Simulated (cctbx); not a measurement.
**Cs3Te8P2Au: as given, inverted or twinned?**

Space group Cc (no. 9), a = 7.2720 Å, b = 13.1590 Å, c = 20.0050 Å, α = 90.00°, β = 95.60°, γ = 90.00°.

| atom | mult. | x | y | z | Ueq (Å²) |
| --- | --- | --- | --- | --- | --- |
| Au1 | 4 | 0.5007 | 0.4501 | 0.5001 | 0.0079 |
| Cs1 | 4 | 0.8109 | 0.2257 | 0.6062 | 0.0064 |
| Cs2 | 4 | 0.2958 | 0.3987 | 0.7462 | 0.0084 |
| Cs3 | 4 | 0.9309 | 0.4323 | 0.3962 | 0.0084 |
| Te1 | 4 | 0.4120 | 0.4125 | 0.3766 | 0.0043 |
| Te2 | 4 | 0.7327 | 0.1835 | 0.4145 | 0.0043 |
| Te3 | 4 | 0.2224 | 0.1678 | 0.4452 | 0.0063 |
| Te4 | 4 | 0.3228 | 0.2177 | 0.5584 | 0.0072 |
| Te5 | 4 | 0.0641 | 0.4510 | 0.5776 | 0.0074 |
| Te6 | 4 | 0.4825 | 0.1435 | 0.7198 | 0.0040 |
| Te7 | 4 | 0.5756 | 0.4919 | 0.6240 | 0.0034 |
| Te8 | 4 | 0.8437 | 0.3329 | 0.7749 | 0.0044 |
| P1 | 4 | 0.4434 | 0.2352 | 0.3779 | 0.0115 |
| P2 | 4 | 0.3657 | 0.0618 | 0.6256 | 0.0117 |

The model was made for the exercise: a known structure type with other elements put in, its volume estimated, not relaxed; displacement parameters are assumed.

Data sets are simulated with cctbx and refined with Bijvoet mates kept apart; Flack x is then fitted as the share of an inverted twin with the atoms fixed, Hooft y from the Bijvoet differences. The group is acentric but holds improper operations, so there is an absolute structure (orientation) and no hand.

Untwinned crystal. What Flack and Hooft values should come out?

| λ (Å) | extinction (unmodelled) | d min (Å) | top counts | error (%) | model | R1 | Flack x | s.u. | Hooft y | s.u. | pairs |
| --- | --- | --- | --- | --- | --- | --- | --- | --- | --- | --- | --- |
| 0.71073 | 0 | 0.77 | 5000 | 6 | as given | 0.0289 | 0.007 | 0.006 | 0.008 | 0.008 | 2124 |
| 0.71073 | 0 | 0.77 | 5000 | 6 | inverted | 0.0700 | 0.992 | 0.007 | 1.018 | 0.008 | 2124 |
| 1.54184 | 0 | 0.83 | 20000 | 3 | as given | 0.0141 | -0.002 | 0.005 | 0.002 | 0.006 | 1699 |

With Mo Kα, x is within 3 s.u. of 0, so the absolute structure is right. With Cu Kα, x is within 3 s.u. of 0, so the absolute structure is right. Inverting the model turns x into about 1 − x.

A further crystal gives:

```csv
λ (Å),extinction (unmodelled),d min (Å),top counts,error (%),model,R1,Flack x,s.u.,Hooft y,s.u.,pairs
1.54184,0,0.8,5000,3,as given,0.0417,0.803,0.012,0.801,0.013,1887
```

**Question.** What is it?

It was simulated as an inversion twin with a fraction 0.8 of the inverted domain. Flack x is over 3 s.u. from both 0 and 1 and reads that fraction.

[Logs are printed without paths, hosts, clocks, repeated set-up lines and the standing remarks that a program may print on its own settings, such as how far it seeks lower states.]
